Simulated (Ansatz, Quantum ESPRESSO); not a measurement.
# CsCaF3 (Pm-3m): phonons by linear response, part 3 of 4

Wanted: phonon bands, density of states and zone-centre response of CsCaF3 (Pm-3m).

Quantum ESPRESSO 7.5; DFT LDA, scalar-relativistic, plane waves, GBRV ultrasoft pseudopotentials.

So far, highest frequency (cm⁻¹): step 7 (dispersion) 487. The relaxed cell has a = 4.405 Å (conventional setting).

## (9) Zone-centre analysis

A rigid shift of the crystal must cost nothing, but grids and finite bases break this; the acoustic sum rule is imposed before the matrix is diagonalised again. With Born charges the intensities follow, and the static dielectric tensor.

The input, dynmat.in:

```
&INPUT
  fildyn = 'x.dyn1'
  asr    = 'simple'
  fileig = 'dynmat.eig'
  lperm  = .true.
/
```

Launch:

```bash
$ dynmat.x -in dynmat.in > dynmat.out
```

Numbers of over 12 decimals in the logs are rounded to 6 here.

Output:

```text
[banner, memory and clock lines left out]
Program DYNMAT v.7.5

     Reading Dynamical Matrix from file x.dyn1
     ...Force constants read
     ...epsilon and Z* read
     A direction for q was not specified:TO-LO splitting will be absent

     Polarizability (A^3 units)
     multiply by 0.669187 for Clausius-Mossotti correction
        10.089400    0.000000    0.000000
         0.000000   10.089400    0.000000
         0.000000    0.000000   10.089400

     IR activities are in (D/A)^2/amu units

# mode   [cm-1]    [THz]      IR
    1     -0.00   -0.0000    0.0000
    2     -0.00   -0.0000    0.0000
    3      0.00    0.0000    0.0000
    4     93.54    2.8044    1.3173
    5     93.54    2.8044    1.3173
    6     93.54    2.8044    1.3173
    7    118.82    3.5620    0.0000
    8    118.82    3.5620    0.0000
    9    118.82    3.5620    0.0000
   10    172.54    5.1726    2.9131
   11    172.54    5.1726    2.9131
   12    172.54    5.1726    2.9131
   13    408.14   12.2358    5.6350
   14    408.14   12.2358    5.6350
   15    408.14   12.2358    5.6350

Electronic dielectric permittivity tensor (relative, adimensional)
         2.483052    0.000000    0.000000
         0.000000    2.483052    0.000000
         0.000000    0.000000    2.483052

 ... with zone-center polar mode contributions
         9.523905   -0.000000   -0.000000
        -0.000000    9.523905   -0.000000
        -0.000000   -0.000000    9.523905

[end of the log left out, with the tail of the file of modes that dynmat.x writes under the same name]
```

Run time: 0.46 s. Hardware: 1 thread of Arm Neoverse V1, shared host.

Numbers from this step:

* highest optical zone-centre mode (no LO-TO term): 408.1 cm⁻¹
* lowest optical zone-centre mode: 93.54 cm⁻¹
* mean static dielectric constant: 9.524

Unit eigenvectors of the mass-weighted matrix after the sum rule; no LO-TO term. The modes at Γ (shares of kinetic energy by element, %):

| mode | frequency (cm⁻¹) | symmetry | Cs % | Ca % | F % |
| --- | --- | --- | --- | --- | --- |
| 1 | 0.0 | acoustic | 58 | 17 | 25 |
| 2 | 0.0 | acoustic | 58 | 17 | 25 |
| 3 | 0.0 | acoustic | 58 | 17 | 25 |
| 4 | 93.5 | T1u | 41 | 16 | 43 |
| 5 | 93.5 | T1u | 41 | 16 | 43 |
| 6 | 93.5 | T1u | 41 | 16 | 43 |
| 7 | 118.8 | T2u | 0 | 0 | 100 |
| 8 | 118.8 | T2u | 0 | 0 | 100 |
| 9 | 118.8 | T2u | 0 | 0 | 100 |
| 10 | 172.5 | T1u | 1 | 39 | 61 |
| 11 | 172.5 | T1u | 1 | 39 | 61 |
| 12 | 172.5 | T1u | 1 | 39 | 61 |
| 13 | 408.1 | T1u | 0 | 28 | 72 |
| 14 | 408.1 | T1u | 0 | 28 | 72 |
| 15 | 408.1 | T1u | 0 | 28 | 72 |

Displacements in mode 5 (93.5 cm⁻¹), the largest set to 1:
```
Cs1  0.59  0.18  0.02
Ca2 -0.67 -0.20 -0.03
F3  -0.73 -0.30 -0.04
F4  -1.00 -0.22 -0.04
F5  -1.00 -0.30 -0.03
```

Displacements in mode 15 (408.1 cm⁻¹), the largest set to 1:
```
Cs1  0.00  0.00  0.00
Ca2 -0.43  0.04  0.00
F3   1.00  0.01  0.00
F4  -0.05 -0.10  0.00
F5  -0.05  0.01  0.00
```

Degenerate modes summed, no LO-TO term. Infrared lines, with heights relative to the strongest:

| position (cm⁻¹) | lines merged | label | IR intensity, relative |
| --- | --- | --- | --- |
| 94 | 3 | T1u | 23 |
| 119 | 3 | T2u | 0.0 |
| 173 | 3 | T1u | 52 |
| 408 | 3 | T1u | 100 |

Static dielectric tensor (ions relaxed, fixed cell):

```
9.52 0.00 0.00
0.00 9.52 0.00
0.00 0.00 9.52
```

The rule also moves an optical mode by 0.5 cm⁻¹.

## (10) Sum rules set otherwise: a sum rule for molecules or wires on a crystal

This rule also removes rotations, which suits wires and not a crystal; it is tried to see the harm.

The input, dynmat.in:

```
&INPUT
  fildyn = 'x.dyn1'
  asr    = 'one-dim'
  fileig = 'dynmat.eig'
  lperm  = .true.
/
```

Launch:

```bash
$ dynmat.x -in dynmat.in > dynmat.out
```

Output:

```text
[banner, memory and clock lines left out]
Program DYNMAT v.7.5

     Reading Dynamical Matrix from file x.dyn1
     ...Force constants read
     ...epsilon and Z* read
asr rotation axis in 1D system=    3
     Acoustic Sum Rule: || Z*(ASR) - Z*(orig)|| =    2.325483E-01
     Acoustic Sum Rule: ||dyn(ASR) - dyn(orig)||=    5.609381E-02
     A direction for q was not specified:TO-LO splitting will be absent

     Polarizability (A^3 units)
     multiply by 0.669187 for Clausius-Mossotti correction
        10.089400    0.000000    0.000000
         0.000000   10.089400    0.000000
         0.000000    0.000000   10.089400

     IR activities are in (D/A)^2/amu units

# mode   [cm-1]    [THz]      IR
    1     -0.00   -0.0000    0.0000
    2     -0.00   -0.0000    0.0000
    3     -0.00   -0.0000    0.0000
    4     -0.00   -0.0000    0.0000
    5     93.24    2.7952    1.3193
    6     93.24    2.7952    1.3193
    7    116.41    3.4898    2.2360
    8    118.36    3.5484    0.0000
    9    118.36    3.5484    0.0000
   10    161.70    4.8478    2.0856
   11    172.18    5.1618    2.9091
   12    172.18    5.1618    2.9091
   13    407.35   12.2122    5.5495
   14    407.92   12.2291    5.6370
   15    407.92   12.2291    5.6370

Electronic dielectric permittivity tensor (relative, adimensional)
         2.483052    0.000000    0.000000
         0.000000    2.483052    0.000000
         0.000000    0.000000    2.483052

 ... with zone-center polar mode contributions
         9.493161    0.069279   -0.000000
         0.069279    9.493161   -0.000000
        -0.000000   -0.000000    9.562441

[end of the log left out, with the tail of the file of modes that dynmat.x writes under the same name]
```

Elapsed: 0.46 s, on 1 thread.

The run ended normally, but on settings that are not sound.

The fault: a sum rule for molecules or wires on a crystal; 1 optical mode is projected out to zero frequency, as if it were a rotation.

For a crystal the rule has to be 'simple' or 'crystal'.

Zone-centre frequencies as printed; negative means imaginary. Modes:

| mode | frequency (cm⁻¹) |
| --- | --- |
| 1 | 0 |
| 2 | 0 |
| 3 | 0 |
| 4 | 0 |
| 5 | 93.24 |
| 6 | 93.24 |
| 7 | 116.4 |
| 8 | 118.4 |
| 9 | 118.4 |
| 10 | 161.7 |
| 11 | 172.2 |
| 12 | 172.2 |
| 13 | 407.4 |
| 14 | 407.9 |
| 15 | 407.9 |

## (11) Sum rules set otherwise (asr crystal)

The rule can be imposed in more than one way; the choices should agree where the raw error is small.

The input, dynmat.in:

```
&INPUT
  fildyn = 'x.dyn1'
  asr    = 'crystal'
  fileig = 'dynmat.eig'
  lperm  = .true.
/
```

Launch:

```bash
$ dynmat.x -in dynmat.in > dynmat.out
```

Output:

```text
[banner, memory and clock lines left out]
Program DYNMAT v.7.5

     Reading Dynamical Matrix from file x.dyn1
     ...Force constants read
     ...epsilon and Z* read
     Acoustic Sum Rule: || Z*(ASR) - Z*(orig)|| =    6.385131E-03
     Acoustic Sum Rule: ||dyn(ASR) - dyn(orig)||=    4.742831E-04
     A direction for q was not specified:TO-LO splitting will be absent

     Polarizability (A^3 units)
     multiply by 0.669187 for Clausius-Mossotti correction
        10.089400    0.000000    0.000000
         0.000000   10.089400    0.000000
         0.000000    0.000000   10.089400

     IR activities are in (D/A)^2/amu units

# mode   [cm-1]    [THz]      IR
    1     -0.00   -0.0000    0.0000
    2     -0.00   -0.0000    0.0000
    3      0.00    0.0000    0.0000
    4     93.24    2.7952    1.3193
    5     93.24    2.7952    1.3193
    6     93.24    2.7952    1.3193
    7    118.36    3.5484    0.0000
    8    118.36    3.5484    0.0000
    9    118.36    3.5484    0.0000
   10    172.18    5.1618    2.9091
   11    172.18    5.1618    2.9091
   12    172.18    5.1618    2.9091
   13    407.92   12.2291    5.6370
   14    407.92   12.2291    5.6370
   15    407.92   12.2291    5.6370

Electronic dielectric permittivity tensor (relative, adimensional)
         2.483052    0.000000    0.000000
         0.000000    2.483052    0.000000
         0.000000    0.000000    2.483052

 ... with zone-center polar mode contributions
         9.562441    0.000000    0.000000
         0.000000    9.562441   -0.000000
         0.000000   -0.000000    9.562441

[end of the log left out, with the tail of the file of modes that dynmat.x writes under the same name]
```

The job ended after 0.46 s (1 thread).

This step gave:

```yaml
highest_optical_zone_centre_mode_no_lo_to_term: 407.9 cm⁻¹
lowest_optical_zone_centre_mode: 93.24 cm⁻¹
mean_static_dielectric_constant: 9.562
```

Zone-centre frequencies as printed; negative means imaginary. Modes:

| mode | frequency (cm⁻¹) |
| --- | --- |
| 1 | 0 |
| 2 | 0 |
| 3 | 0 |
| 4 | 93.24 |
| 5 | 93.24 |
| 6 | 93.24 |
| 7 | 118.4 |
| 8 | 118.4 |
| 9 | 118.4 |
| 10 | 172.2 |
| 11 | 172.2 |
| 12 | 172.2 |
| 13 | 407.9 |
| 14 | 407.9 |
| 15 | 407.9 |

Against the first rule no mode moves by more than 0.5 cm⁻¹.

## (12) The LO-TO splitting (1 0 0)

A longitudinal polar mode sets up a macroscopic field that stiffens it; the term hangs on the direction from which q goes to zero.

The input, dynmat.in:

```
&INPUT
  fildyn = 'x.dyn1'
  asr    = 'simple'
  fileig = 'dynmat.eig'
  q(1)   = 1.0
  q(2)   = 0.0
  q(3)   = 0.0
/
```

Launch:

```bash
$ dynmat.x -in dynmat.in > dynmat.out
```

Output:

```text
[banner, memory and clock lines left out]
Program DYNMAT v.7.5

     Reading Dynamical Matrix from file x.dyn1
     ...Force constants read
     ...epsilon and Z* read

     Polarizability (A^3 units)
     multiply by 0.669187 for Clausius-Mossotti correction
        10.089400    0.000000    0.000000
         0.000000   10.089400    0.000000
         0.000000    0.000000   10.089400

     IR activities are in (D/A)^2/amu units

# mode   [cm-1]    [THz]      IR
    1     -0.00   -0.0000    0.0000
    2      0.00    0.0000    0.0000
    3      0.00    0.0000    0.0000
    4     93.54    2.8044    1.3173
    5     93.54    2.8044    1.3173
    6    114.02    3.4182    0.1186
    7    118.82    3.5620    0.0000
    8    118.82    3.5620    0.0000
    9    118.82    3.5620    0.0000
   10    172.54    5.1726    2.9131
   11    172.54    5.1726    2.9131
   12    232.29    6.9639    1.6327
   13    408.14   12.2358    5.6350
   14    408.14   12.2358    5.6350
   15    487.09   14.6027    8.1140

[end of the log left out, with the tail of the file of modes that dynmat.x writes under the same name]
```

Run time: 0.46 s. Hardware: 1 thread.

This step gave:

```yaml
highest_mode_moved_by_the_lo_to_term: 487.1 cm⁻¹
```

Zone-centre frequencies as printed; negative means imaginary. Modes:

| mode | frequency (cm⁻¹) |
| --- | --- |
| 1 | 0 |
| 2 | 0 |
| 3 | 0 |
| 4 | 93.54 |
| 5 | 93.54 |
| 6 | 114 |
| 7 | 118.8 |
| 8 | 118.8 |
| 9 | 118.8 |
| 10 | 172.5 |
| 11 | 172.5 |
| 12 | 232.3 |
| 13 | 408.1 |
| 14 | 408.1 |
| 15 | 487.1 |

The field moves 3 modes; the highest of them now lies at 487 cm⁻¹, where the highest that moved away lay at 408.

## (13) The dispersion under another sum rule (asr all)

The sum rule corrects the force constants themselves, so it can shift branches at any wavevector, low ones most.

The input, matdyn.in:

```
&INPUT
  asr              = 'all'
  flfrc            = 'x.fc'
  flfrq            = 'x.freq'
  flvec            = 'x.modes'
  q_in_band_form   = .true.
  q_in_cryst_coord = .true.
/
8
  0.0000000   0.0000000   0.0000000   8  ! GAMMA
  0.0000000   0.5000000   0.0000000   8  ! X
  0.5000000   0.5000000   0.0000000   8  ! M
  0.0000000   0.0000000   0.0000000   8  ! GAMMA
  0.5000000   0.5000000   0.5000000   8  ! R
  0.0000000   0.5000000   0.0000000   1  ! X
  0.5000000   0.5000000   0.5000000   8  ! R
  0.5000000   0.5000000   0.0000000   1  ! M
```

Launch:

```bash
$ matdyn.x -in matdyn.in > matdyn.out
```

Output:

```text
[banner, memory and clock lines left out]
Program MATDYN v.7.5

 mass for atomic type   1 not given; uses mass from file x.fc
 mass for atomic type   2 not given; uses mass from file x.fc
 mass for atomic type   3 not given; uses mass from file x.fc

     WARNING: To use asr = 'all' for infrared-active solids, i.e., solids with nonzero
     Born effective charge, one must set read_lr = .true. in the matdyn.x input. Also,
     the flfrc file must have been constructed with write_lr = .true. in the q2r.x input.
     If the system is infrared inactive and you have nonzero Born effective charge due to
     numerical noise, you can ignore this warning.

 Norm of the difference between old and new effective charges:    1.7722e-16

 Huang before:    1   1   1   2,   residual stress:   0.000000
 Huang before:    1   1   1   3,   residual stress:   0.000000
 Huang before:    1   1   2   2,   residual stress:   0.000000
 Huang before:    1   1   2   3,   residual stress:  -0.000000
 Huang before:    1   1   3   3,   residual stress:  -1.2e-15
 Huang before:    1   2   1   3,   residual stress:  -0.000000
 Huang before:    1   2   2   2,   residual stress:  -0.000000
 Huang before:    1   2   2   3,   residual stress:  -0.000000
 Huang before:    1   2   3   3,   residual stress:  -0.000000
 Huang before:    1   3   2   2,   residual stress:  -0.000000
 Huang before:    1   3   2   3,   residual stress:  -0.000000
 Huang before:    1   3   3   3,   residual stress:   0.000000
 Huang before:    2   2   2   3,   residual stress:   0.000000
 Huang before:    2   2   3   3,   residual stress:  -2e-16
 Huang before:    2   3   3   3,   residual stress:   0.000000

 Norm of the difference between old and new force-constants:   0.000167684

   You are using asr="all", please consider citing C. Lin, S. Ponc\'e and N. Marzari, npj Comput Mater 8, 236 (2022).
```

Run time: 0.67 s. Hardware: 1 thread.

At the labelled points the branches move by no more than 0.9 cm⁻¹. The log warns that this rule wants the long-range part of the force constants stored apart (write_lr, read_lr) in a polar crystal, which was not done.

(Part 3 of 4 ends here.)

[Host names and launcher messages were left out of these logs when they were recorded.]

[Logs are printed without paths, hosts, clocks, repeated set-up lines and the standing remarks that a program may print on its own settings, such as how far it seeks lower states.]

[Hosts, paths, dates, database ids (printed as entryN), source tags and the programs' standing remarks are cut or masked in the printed files.]
